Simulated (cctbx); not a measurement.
# Reading a Patterson map

Space group Cmcm (no. 63), a = 4.4270 Å, b = 18.4870 Å, c = 4.4940 Å, α = 90.00°, β = 90.00°, γ = 90.00°, content Pb4 Yb4 Ge4 V4.

Simulated single-crystal data (cctbx): Mo Kα, λ = 0.71073 Å, to d = 0.8 Å, 80 % of the full sphere, strongest reflection 20000 counts, noise from counting, a 6 % proportional error and a noise floor of 8 counts (s.d.); no absorption.

Patterson synthesis, origin scaled to 1000:

```text
Patterson group C m m m
      u       v       w   height  length (A)
  0.000   0.000   0.000   1000.0     0.00
  0.000   0.351   0.000    560.8     6.49
  0.000   0.433   0.500    536.0     8.32
  0.000   0.214   0.500    435.7     4.54
  0.000   0.085   0.500    276.8     2.74
  0.000   0.290   0.000    168.7     5.37
  0.000   0.145   0.500    149.1     3.50
  0.000   0.135   0.000     87.4     2.50
  0.000   0.217   0.000     70.2     4.00
  0.000   0.500   0.434     51.9     9.45
  0.000   0.418   0.000     31.6     7.72
  0.000   0.061   0.112     25.1     1.24
  0.210   0.323   0.114     24.0     6.06
  0.171   0.029   0.162     21.4     1.18
```

**Question.** Which atom pairs make the peaks, and where is the heaviest atom?

A peak at u stands for all pairs with xi − xj = u, with weight Σ ZiZj against Σ Z² = 52708 at the origin. Peak heights follow these weights only roughly, since form factors, motion and series ripples differ, all vectors within 0.55 Å of a peak are counted as merged into it though the farther ones add only part of their weight, and F(000) is left out, which lowers the whole map:

| u | v | w | shortest length (Å) | height | 1000 ΣZiZj/ΣZ² | pairs in the cell |
| --- | --- | --- | --- | --- | --- | --- |
| 0.000 | 0.351 | 0.000 | 3.53 | 561 | 606 | 4 × Pb–Yb, 4 × Yb–Ge |
| 0.000 | 0.433 | 0.500 | 3.39 | 536 | 558 | 4 × Pb–Yb, 4 × Yb–V |
| 0.000 | 0.214 | 0.500 | 4.55 | 436 | 528 | 4 × Pb–Ge, 2 × Yb–Yb, 4 × Pb–V |
| 0.000 | 0.085 | 0.500 | 2.74 | 277 | 311 | 2 × Pb–Pb, 4 × Ge–V |
| 0.000 | 0.290 | 0.000 | 4.47 | 169 | 199 | 4 × Pb–Ge |
| 0.000 | 0.145 | 0.500 | 3.50 | 149 | 170 | 4 × Yb–Ge |
| 0.000 | 0.135 | 0.000 | 2.50 | 87 | 143 | 4 × Pb–V |
| 0.000 | 0.217 | 0.000 | 4.01 | 70 | 122 | 4 × Yb–V |
| 0.000 | 0.500 | 0.434 | 2.95 | 52 | 78 | 4 × Ge–Ge |

The table stops at ten peaks or at a height of 45, below which ripples compete. In the model behind the data Pb, the heaviest element, has 1 independent site: (1/2, 0.9569, 3/4), up to an allowed shift of origin; the Pb–Pb vectors are differences of these positions and their symmetry mates. Elements of similar Z can't be told apart from the map alone. The whole model:

```csv
atom,mult.,x,y,z,Ueq (Å²)
Pb1,4,1/2,0.9569,3/4,0.0068
Yb1,4,1/2,0.6092,3/4,0.0067
Ge1,4,0,0.7468,3/4,0.0071
V1,4,1/2,0.8218,3/4,0.0112
```

The model was made for the exercise: a known structure type with other elements put in, its volume estimated, not relaxed; displacement parameters are assumed.

[Logs are printed without paths, hosts, clocks, repeated set-up lines and the standing remarks that a program may print on its own settings, such as how far it seeks lower states.]
